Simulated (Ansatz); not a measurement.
# What NaSrH3 (model cell, started as cubic perovskite with Sr in the octahedra) distorts into, part 2 of 3

Which phase does NaSrH3 (model cell, started as cubic perovskite with Sr in the octahedra) fall into along its unstable mode, and how much energy does it gain?

Ansatz 0.2.0; DFT PBEsol, scalar-relativistic, plane waves, PAW; PAW set soft_1.

So far, highest frequency on the path or at a solved wavevector (cm⁻¹): step 2 (phonons on a q mesh) 1354. Also lowest frequency on the path (cm⁻¹): step 2 -494.

The structure was built from a prototype and need not be the compound's stable phase.

**4. The mode frozen in, largest atomic shift 0.6 Å**

The atoms are moved along the unstable eigenvector, the largest shift by 0.6 Å, with the cell fixed.

File input.yaml:

```yaml
crystal:
  lattice:
    - [4.6424375156, 4.6424375156, 0.0]
    - [4.6424375156, 0.0, 4.6424375156]
    - [4.6424375156, 0.0, -4.6424375156]
  atoms:
    - { symbol: Na, position: [0.0, 0.5, 0.5] }
    - { symbol: Na, position: [0.0, 0.0, 0.0] }
    - { symbol: Sr, position: [0.5, 0.25, 0.75] }
    - { symbol: Sr, position: [0.5, 0.75, 0.25] }
    - { symbol: H, position: [0.591388213, 0.408611787, 0.408611787] }
    - { symbol: H, position: [0.408611787, 0.091388213, 0.091388213] }
    - { symbol: H, position: [0.0, 0.9543058935, 0.5456941065] }
    - { symbol: H, position: [0.0, 0.5456941065, -0.0456941065] }
    - { symbol: H, position: [0.5, -0.0456941065, 0.5456941065] }
    - { symbol: H, position: [0.5, 0.5456941065, -0.0456941065] }
kpoints:
  mp_grid: { grid: [6, 6, 6] }
hamiltonian:
  xc: pbesol
  pseudopotentials: { kind: paw, azcp: { folder: soft_1 }, xc_functional: pbe }
scf:
  occupations: { method: gaussian, width: 0.02 }
output:
  forces: true
  stress: true
  eigenvalues: true
```

Launch:

```console
$ ansatz run input.yaml --threads 4 --pin off --max-ram 16384MiB --backend cpu --events-out ev --progress --plain --runs-dir out
```

Numbers of over 12 decimals in the logs are rounded to 6 here.

Log:

```text
[...]
Crystal: 10 atoms, lattice volume = 200.110 Å³
Basis set: ecut = 420 eV, 3839 PW (Γ), exchange–correlation on 90×90×90 points (8 copies of the dense FFT grid, shifted against one another)
Bands: 32, of which v1, the nominal top of the filled ones, is band 22 counted from 1 (21 counted from 0)
Symmetry: 8 space group operations
[...]
k-points: 46 of 216
[...]
k-point 0: bands = [... 18 lower, 0.1362, 1.0400, 1.0784, 1.1237, 3.8885, 3.9637, 4.0946, 5.9359, ... 4 higher]
  k-point 1: bands = [... 18 lower, 0.1830, 0.7588, 0.9801, 1.0378, 3.9175, 4.1259, 4.1595, 5.9653, ... 4 higher]
  k-point 2: bands = [... 18 lower, 0.3118, 0.3617, 0.7749, 0.8375, 4.0034, 4.4966, 4.5562, 5.0877, ... 4 higher]
  k-point 45: bands = [... 18 lower, 0.1854, 0.2146, 0.6205, 0.6759, 3.7333, 4.6830, 6.0061, 6.0900, ... 4 higher]
[key lines of the parts left out:]
SCF converged after 8 iterations
Free energy (F): -10032.058567 eV
Fermi energy:    2.036855 eV
P = ⅓ Tr σ = -0.9907 GPa (-9.907 kbar)
```

The job ended after 3.2 s (4 threads of Arm Neoverse V2, shared host; peak memory 0.6 GiB; 12 s of CPU time).

This step gave:

```yaml
pressure: -0.9907 GPa
gap_on_the_k_mesh: 1.826 eV
energy_from_the_undistorted_cell: -51.60 meV/atom
```

The energy, extrapolated to zero smearing, is -51.60 meV/atom against the undistorted cell.

The run ends at a pressure of -0.99 GPa, with forces up to 0.33 eV/Å.

**5. Energy along the mode, all amplitudes (two of the runs are shown above)**

An imaginary frequency means negative curvature, so the energy should fall and then rise again as anharmonic terms take over.

Numbers from this step:

```yaml
depth_at_the_lowest_point_sampled: 51.60 meV/atom
largest_atomic_shift_at_that_point: 0.6 Å
```

The energy from the parent by largest atomic shift:

```csv
largest atomic shift (Å),energy from the parent (meV/atom)
0.000,0
0.040,-0.289
0.080,-1.15
0.140,-3.50
0.220,-8.47
0.320,-17.3
0.450,-32.1
0.600,-51.6
```

Displacement at unit largest shift by atom:

```csv
atom,x (Å),y (Å),z (Å),size
Na1,0.000,0.000,0.000,0.000
Na2,0.000,0.000,0.000,0.000
Sr3,0.000,0.000,0.000,0.000
Sr4,0.000,0.000,0.000,0.000
H5,-0.707,0.707,0.000,1.000
H6,0.707,-0.707,0.000,1.000
H7,0.000,0.000,-0.707,0.707
H8,0.000,0.000,0.707,0.707
H9,0.000,0.000,-0.707,0.707
H10,0.000,0.000,0.707,0.707
```

The lowest of the steps tried is the last one, at 0.6 Å, 51.6 meV/atom below the parent; the bottom of the well need not coincide with a step.

**6. Relaxation from the frozen mode**

Starting from the lowest point found, all atoms and the cell are let go, so that strain and other modes of the same symmetry can join in.

input.yaml, as its differences from that of step 4:

```diff
@@ -22,3 +22,3 @@
 scf:
-  occupations: { method: gaussian, width: 0.02 }
+  occupations: { method: fixed }
 output:
@@ -27 +27,6 @@
   eigenvalues: true
+relax:
+  adjacent_minimum: "off"
+  f_tol: 0.002
+  max_steps: 120
+  cell: { stress_tol: 0.03 }
```

Log:

```text
[...]
Crystal: 10 atoms, lattice volume = 200.110 Å³
Basis set: ecut = 420 eV, 3839 PW (Γ), exchange–correlation on 90×90×90 points (8 copies of the dense FFT grid, shifted against one another)
Bands: 32, of which v1, the nominal top of the filled ones, is band 22 counted from 1 (21 counted from 0)
Symmetry: 8 space group operations
[...]
k-points: 46 of 216
[...]
SCF iter   1: F=—  HF=-10034.590875 eV  |F-HF|=—  |Δ(HF+E_count)|=         —  Δρ=5.01e-2  dr2=7.05e0  ethr=3.10e-3  ⟨swp⟩=6.0  Hψ=6172  notcnv=0  defer=332
[...]
SCF iter   8: F=-10032.058567 eV  HF=-10032.058567 eV  |F-HF|=7.57e-9  |Δ(HF+E_count)|=   1.40e-7  Δρ=1.68e-6  dr2=1.05e-8  ethr=2.27e-10  ⟨swp⟩=18.0  Hψ=11708  notcnv=0
SCF 1 converged in 8 iterations: F = -10032.058567 eV  dr2 = 1.05e-8
[...]
relax step   1: F+E_penalty+E_count = -10032.05856701 eV  Δ(F+E_penalty+E_count) = +0.000e0 eV  max|allowed force component| = 2.329e-1 eV/Å  Δτ_max = 0.0000 Å  P = -0.991 GPa  Ω = 200.110 Å³  (8 SCF iters, dr2 threshold 1.00e-7 eV, accepted)
Crystal: 10 atoms, lattice volume = 193.636 Å³
Basis set: ecut = 420 eV, 3779 PW (Γ), exchange–correlation on 90×90×90 points (8 copies of the dense FFT grid, shifted against one another)
[...]
iter 1 solved again at ethr=4.94e-4 eV; its pass at ethr=3.10e-3 eV (dr2=2.18e-1 eV) is discarded
[...]
SCF iter   6: F=-10032.377308 eV  HF=-10032.377308 eV  |F-HF|=2.30e-7  |Δ(HF+E_count)|=   1.24e-6  Δρ=1.06e-5  dr2=2.54e-7  ethr=2.27e-9  ⟨swp⟩=15.8  Hψ=10338  notcnv=0
SCF 2 converged in 6 iterations: F = -10032.377308 eV  dr2 = 2.54e-7
relax step   2: F+E_penalty+E_count = -10032.37730812 eV  Δ(F+E_penalty+E_count) = -3.187e-1 eV  max|allowed force component| = 2.205e-1 eV/Å  Δτ_max = 0.1950 Å  P = -0.936 GPa  Ω = 193.636 Å³  energy of the carried Pulay correction = +1.642e-3 eV  (6 SCF iters, dr2 threshold 1.00e-6 eV, accepted)
Crystal: 10 atoms, lattice volume = 185.066 Å³
Basis set: ecut = 420 eV, 3623 PW (Γ), exchange–correlation on 90×90×90 points (8 copies of the dense FFT grid, shifted against one another)
[...]
SCF iter   6: F=-10032.667533 eV  HF=-10032.667533 eV  |F-HF|=1.19e-7  |Δ(HF+E_count)|=   3.08e-7  Δρ=1.23e-5  dr2=2.66e-7  ethr=2.27e-9  ⟨swp⟩=15.1  Hψ=10233  notcnv=0
the search or the solves at the SCF's close seem to have found levels that the self-consistency loop had missed (the run counts 1). By its estimate they hold under 1e-12 electrons; where the run keeps them, the occupations were computed again with them
SCF 3 converged in 6 iterations: F = -10032.667533 eV  dr2 = 2.66e-7
relax step   3: F+E_penalty+E_count = -10032.66753269 eV  Δ(F+E_penalty+E_count) = -2.902e-1 eV  max|allowed force component| = 1.584e-1 eV/Å  Δτ_max = 0.1926 Å  P = -0.560 GPa  Ω = 185.066 Å³  energy of the carried Pulay correction = +3.900e-3 eV  (6 SCF iters, dr2 threshold 1.00e-6 eV, accepted)
[... from here on, the SCF cycles and remarks between the steps are left out ...]
relax step   4: F+E_penalty+E_count = -10032.81105036 eV  Δ(F+E_penalty+E_count) = -1.435e-1 eV  max|allowed force component| = 5.399e-2 eV/Å  Δτ_max = 0.1953 Å  P = -0.051 GPa  Ω = 177.413 Å³  energy of the carried Pulay correction = +6.003e-3 eV  (6 SCF iters, dr2 threshold 1.00e-6 eV, accepted)
relax step   5: F+E_penalty+E_count = -10032.81427213 eV  Δ(F+E_penalty+E_count) = -3.222e-3 eV  max|allowed force component| = 4.624e-2 eV/Å  Δτ_max = 0.0738 Å  P = +0.113 GPa  Ω = 176.319 Å³  energy of the carried Pulay correction = +6.311e-3 eV  (5 SCF iters, dr2 threshold 4.98e-7 eV, accepted)
relax step   6: F+E_penalty+E_count = -10032.81662837 eV  Δ(F+E_penalty+E_count) = -2.356e-3 eV  max|allowed force component| = 3.165e-2 eV/Å  Δτ_max = 0.0400 Å  P = +0.009 GPa  Ω = 176.570 Å³  energy of the carried Pulay correction = +6.240e-3 eV  (6 SCF iters, dr2 threshold 1.34e-7 eV, accepted)
relax step   7: F+E_penalty+E_count = -10032.81816965 eV  Δ(F+E_penalty+E_count) = -1.541e-3 eV  max|allowed force component| = 3.367e-3 eV/Å  Δτ_max = 0.0142 Å  P = +0.007 GPa  Ω = 176.833 Å³  energy of the carried Pulay correction = +6.166e-3 eV  (5 SCF iters, dr2 threshold 6.26e-8 eV, accepted)
relax step   8: F+E_penalty+E_count = -10032.81815736 eV  Δ(F+E_penalty+E_count) = +1.229e-5 eV  max|allowed force component| = 6.304e-4 eV/Å  Δτ_max = 0.0027 Å  P = -0.002 GPa  Ω = 176.939 Å³  energy of the carried Pulay correction = +6.136e-3 eV  (5 SCF iters, dr2 threshold 7.08e-10 eV, accepted)
relax step   9: F+E_penalty+E_count = -10032.81415706 eV  Δ(F+E_penalty+E_count) = +4.000e-3 eV  max|allowed force component| = 6.171e-4 eV/Å  Δτ_max = 0.0000 Å  P = -0.025 GPa  Ω = 176.939 Å³  stress off target by 4.03e-2 GPa  SCF on the basis re-selected at this cell (its energy is not comparable with the rows above)  (5 SCF iters)
relax step  10: F+E_penalty+E_count = -10032.81422921 eV  Δ(F+E_penalty+E_count) = -7.215e-5 eV  max|allowed force component| = 2.385e-4 eV/Å  Δτ_max = 0.0006 Å  P = +0.001 GPa  Ω = 176.758 Å³  energy of the carried Pulay correction = +5.080e-5 eV  (5 SCF iters, dr2 threshold 4.07e-9 eV, accepted)
[...]
SCF iter   1: F=—  HF=-10032.814094 eV  |F-HF|=—  |Δ(HF+E_count)|=         —  Δρ=2.00e-6  dr2=1.34e-9  ethr=6.38e-8  ⟨swp⟩=4.6  Hψ=10806  notcnv=0  defer=365
eigensolver tolerance schedule: the retry pair's looser diagonalisation over-reported the residual by 20926.23 of it (diagonalisation noise at 0.76 of the residual, at the tolerance the schedule requests for it); recorded, not acted on — ethr = c·dr2/N_el stays at c = 1.0e-1
[...]
SCF iter   2: F=—  HF=-10032.814176 eV  |F-HF|=—  |Δ(HF+E_count)|=   8.20e-5  Δρ=1.04e-6  dr2=4.77e-10  ethr=3.05e-12  ⟨swp⟩=4.4  Hψ=3802  notcnv=0  defer=364
[...]
SCF iter   4: F=-10032.814176 eV  HF=-10032.814176 eV  |F-HF|=0.00e0  |Δ(HF+E_count)|=  2.62e-10  Δρ=6.18e-8  dr2=9.64e-12  ethr=1.00e-12  ⟨swp⟩=18.5  Hψ=11448  notcnv=0
SCF 11 converged in 4 iterations: F = -10032.814176 eV  dr2 = 9.64e-12
relax step  11: F+E_penalty+E_count = -10032.81417591 eV  Δ(F+E_penalty+E_count) = +5.330e-5 eV  max|allowed force component| = 2.371e-4 eV/Å  Δτ_max = 0.0000 Å  P = +0.001 GPa  Ω = 176.758 Å³  stress off target by 4.83e-3 GPa  SCF on the basis re-selected at this cell (its energy is not comparable with the rows above)  (4 SCF iters)
[...]
SCF converged after 4 iterations
Free energy (F): -10032.814176 eV
[...]
Internal energy: -10032.814176 eV  (E = F + TS)
E sigma→0 (E₀):  -10032.814176 eV
Fermi energy:    1.983080 eV
[...]
--- Forces (eV/Å), atoms counted from 1 ---
  atom   1  Na    -0.00016214     0.00016214    -0.00000000
  atom   2  Na     0.00016214    -0.00016214     0.00000000
  atom   3  Sr     0.00000000     0.00000000    -0.00000000
  atom   4  Sr     0.00000000     0.00000000     0.00000000
  atom   5  H      0.00021223    -0.00021223     0.00000000
  atom   6  H     -0.00021223     0.00021223    -0.00000000
  atom   7  H      0.00000000    -0.00000000     0.00023705
  atom   8  H      0.00000000     0.00000000    -0.00023705
  atom   9  H      0.00000000     0.00000000     0.00023705
  atom  10  H     -0.00000000    -0.00000000    -0.00023705
  max |Σ_I F_I| component: 8.13e-20 eV/Å
--- Stress (GPa, compression-positive) ---
       -0.000944      -0.001276      -0.000000
       -0.001276      -0.000944      -0.000000
       -0.000000      -0.000000       0.004833
  P = ⅓ Tr σ = 0.0010 GPa (0.010 kbar)
--- Band table (eV; the first three rows and the last of 46) ---
  k-point 0: bands = [... 18 lower, 0.6240, 1.7584, 1.9019, 1.9831, 4.4750, 4.8597, 4.8688, 7.0778, ... 6 higher]
  k-point 1: bands = [... 18 lower, 0.6009, 1.4999, 1.7961, 1.8696, 4.5946, 4.9275, 4.9825, 6.9953, ... 6 higher]
  k-point 2: bands = [... 18 lower, 0.4880, 1.0559, 1.5648, 1.6424, 4.8776, 5.0850, 5.2864, 6.3362, ... 6 higher]
  k-point 45: bands = [... 18 lower, 0.6104, 0.6561, 1.2774, 1.4452, 5.1192, 5.8081, 6.5970, 6.6124, ... 6 higher]
--- Relaxed structure (9 steps of the walk, 9 accepted, 2 SCFs on fresh bases) ---
  F+E_penalty+E_count = -10032.81417591 eV   max|allowed force component| = 2.371e-4 eV/Å   (the final SCF, on the basis selected at the relaxed cell)
  cell:  # Å, volume = 176.7579 Å³
    - [4.523997, 4.523997, 0.0]
    - [4.412316, 0.111681, 4.542491]
    - [4.412316, 0.111681, -4.542491]
  atoms:
    - { symbol: Na, position: [-0.050685, 0.550685, 0.550685] }
    - { symbol: Na, position: [0.050685, -0.050685, -0.050685] }
    - { symbol: Sr, position: [0.5, 0.25, 0.75] }
    - { symbol: Sr, position: [0.5, 0.75, 0.25] }
    - { symbol: H, position: [0.678798, 0.321202, 0.321202] }
    - { symbol: H, position: [0.321202, 0.178798, 0.178798] }
    - { symbol: H, position: [0.0, 0.904169, 0.595831] }
    - { symbol: H, position: [1.734723475976807e-18, 0.595831, -0.095831] }
    - { symbol: H, position: [0.500000, -0.095831, 0.595831] }
    - { symbol: H, position: [0.500000, 0.595831, -0.095831] }
```

Wall time 34 s (4 threads); peak memory 0.64 GiB; 2.2 min of CPU time.

Step by step:

```csv
step,energy less that of the first step (eV),largest force component (eV/Å),pressure (GPa),volume (Å³)
1,0.0000,0.2329,-0.99,200.11
2,-0.3187,0.2205,-0.94,193.64
3,-0.6090,0.1584,-0.56,185.07
4,-0.7525,0.0540,-0.05,177.41
5,-0.7557,0.0462,0.11,176.32
6,-0.7581,0.0316,0.01,176.57
7,-0.7596,0.0034,0.01,176.83
8,-0.7596,0.0006,0.00,176.94
9*,-0.7556,0.0006,-0.02,176.94
10,-0.7557,0.0002,0.00,176.76
11*,-0.7556,0.0002,0.00,176.76
```

Relaxation steps marked * repeat the geometry before them on a plane-wave basis chosen anew for their cell, so energy and pressure can jump there.

The run keeps the 8 symmetry operations that it works with, so distortions that break them were not tested.

```csv
"conventional cell, symmetrised",before,after,change
a (Å),6.565,6.398,-2.6 %
b (Å),9.285,9.085,-2.2 %
c (Å),6.565,6.082,-7.4 %
volume (Å³/atom),20.01,17.68,-11.7 %
```

The atoms that moved most (Å, as changes of fractional coordinates times the final cell):

```csv
atom,dx,dy,dz,length
H5,-0.376,0.376,0.000,0.532
H6,0.376,-0.376,0.000,0.532
H7,0.000,0.000,-0.455,0.455
H10,0.000,0.000,0.455,0.455
H8,0.000,0.000,0.455,0.455
H9,0.000,0.000,-0.455,0.455
Na1,0.218,-0.218,0.000,0.308
Na2,-0.218,0.218,0.000,0.308
```

Final coordinates:

```cif
data_structure
_symmetry_space_group_name_H-M 'P 1'
_symmetry_Int_Tables_number 1
_cell_length_a 6.3979
_cell_length_b 6.3337
_cell_length_c 6.3337
_cell_angle_alpha 91.647
_cell_angle_beta 59.664
_cell_angle_gamma 59.664
_cell_volume 176.76
loop_
_atom_site_label
_atom_site_type_symbol
_atom_site_fract_x
_atom_site_fract_y
_atom_site_fract_z
_atom_site_occupancy
Na1 Na 0.94931 0.55069 0.55069 1
Na2 Na 0.05069 0.94931 0.94931 1
Sr3 Sr 0.50000 0.25000 0.75000 1
Sr4 Sr 0.50000 0.75000 0.25000 1
H5 H 0.67880 0.32120 0.32120 1
H6 H 0.32120 0.17880 0.17880 1
H7 H 0.00000 0.90417 0.59583 1
H8 H 0.00000 0.59583 0.90417 1
H9 H 0.50000 0.90417 0.59583 1
H10 H 0.50000 0.59583 0.90417 1
```

This step gave:

```yaml
pressure: 9.82e-4 GPa
gap_on_the_k_mesh: 1.754 eV
volume_per_atom: 17.68 Å³
```

The distorted start has space group Imma; the relaxation ends in Imma.

**7. The new phase in its own primitive cell**

The relaxed structure is symmetrised, reduced to its primitive cell and relaxed tightly, as its phonons need.

input.yaml, the sections that differ from step 6:

```yaml
crystal:
  lattice:
    - [-3.1989487522, 4.5424911678, 3.041008043]
    - [3.1989487522, -4.5424911678, 3.041008043]
    - [3.1989487522, 4.5424911678, -3.041008043]
  atoms:
    - { symbol: Na, position: [0.300685058, 0.050685058, 0.25] }
    - { symbol: Na, position: [0.699314942, 0.949314942, 0.75] }
    - { symbol: Sr, position: [0.5, 0.5, 0.0] }
    - { symbol: Sr, position: [0.0, 0.5, 0.5] }
    - { symbol: H, position: [0.0712023354, 0.3212023354, 0.75] }
    - { symbol: H, position: [0.9287976646, 0.6787976646, 0.25] }
    - { symbol: H, position: [0.345830905, 0.0, 0.845830905] }
    - { symbol: H, position: [0.654169095, 0.0, 0.154169095] }
    - { symbol: H, position: [0.345830905, 0.5, 0.345830905] }
    - { symbol: H, position: [0.654169095, 0.5, 0.654169095] }
relax:
  adjacent_minimum: "off"
  f_tol: 0.001
  max_steps: 60
  cell: { stress_tol: 0.01 }
# kpoints, hamiltonian, scf, output: as in step 6
```

Log:

```text
[...]
Crystal: 10 atoms, lattice volume = 176.758 Å³
Basis set: ecut = 420 eV, 3475 PW (Γ), exchange–correlation on 90×90×90 points (8 copies of the dense FFT grid, shifted against one another)
Bands: 32, of which v1, the nominal top of the filled ones, is band 22 counted from 1 (21 counted from 0)
Symmetry: 8 space group operations
[...]
k-points: 46 of 216
[...]
- { symbol: Sr, position: [0.0, 0.500000, 0.500000] }
    - { symbol: H, position: [0.071202, 0.321202, 0.75] }
    - { symbol: H, position: [0.9287976646, 0.6787976646, 0.250000] }
    - { symbol: H, position: [0.345831, -8.326672684688674e-17, 0.845830905] }
    - { symbol: H, position: [0.654169095, 8.326672684688674e-17, 0.154169] }
    - { symbol: H, position: [0.345830905, 0.500000, 0.345830905] }
    - { symbol: H, position: [0.654169, 0.5, 0.654169095] }
[key lines of the parts left out:]
SCF converged after 5 iterations
Free energy (F): -10032.814176 eV
Fermi energy:    1.983081 eV
P = ⅓ Tr σ = 0.0010 GPa (0.010 kbar)
```

It took 6.6 s on 4 threads; peak memory 0.6 GiB; 26 s of CPU time.

Little changed from the start: no atom moved by 0.005 Å and no cell edge by 0.1 %.

Numbers from this step:

```
pressure           : 9.81e-4 GPa
direct gap on mesh : 2.492 eV
```

The largest force component left is 0.30 meV/Å and the pressure is 0.001 GPa, within the tolerances set. The cell now holds 17.68 Å³/atom.

[end of part 2 of 3]

[Logs are printed without paths, hosts, clocks, repeated set-up lines and the standing remarks that a program may print on its own settings, such as how far it seeks lower states.]

[Hosts, paths, dates, database ids (printed as entryN), source tags and the programs' standing remarks are cut or masked in the printed files.]
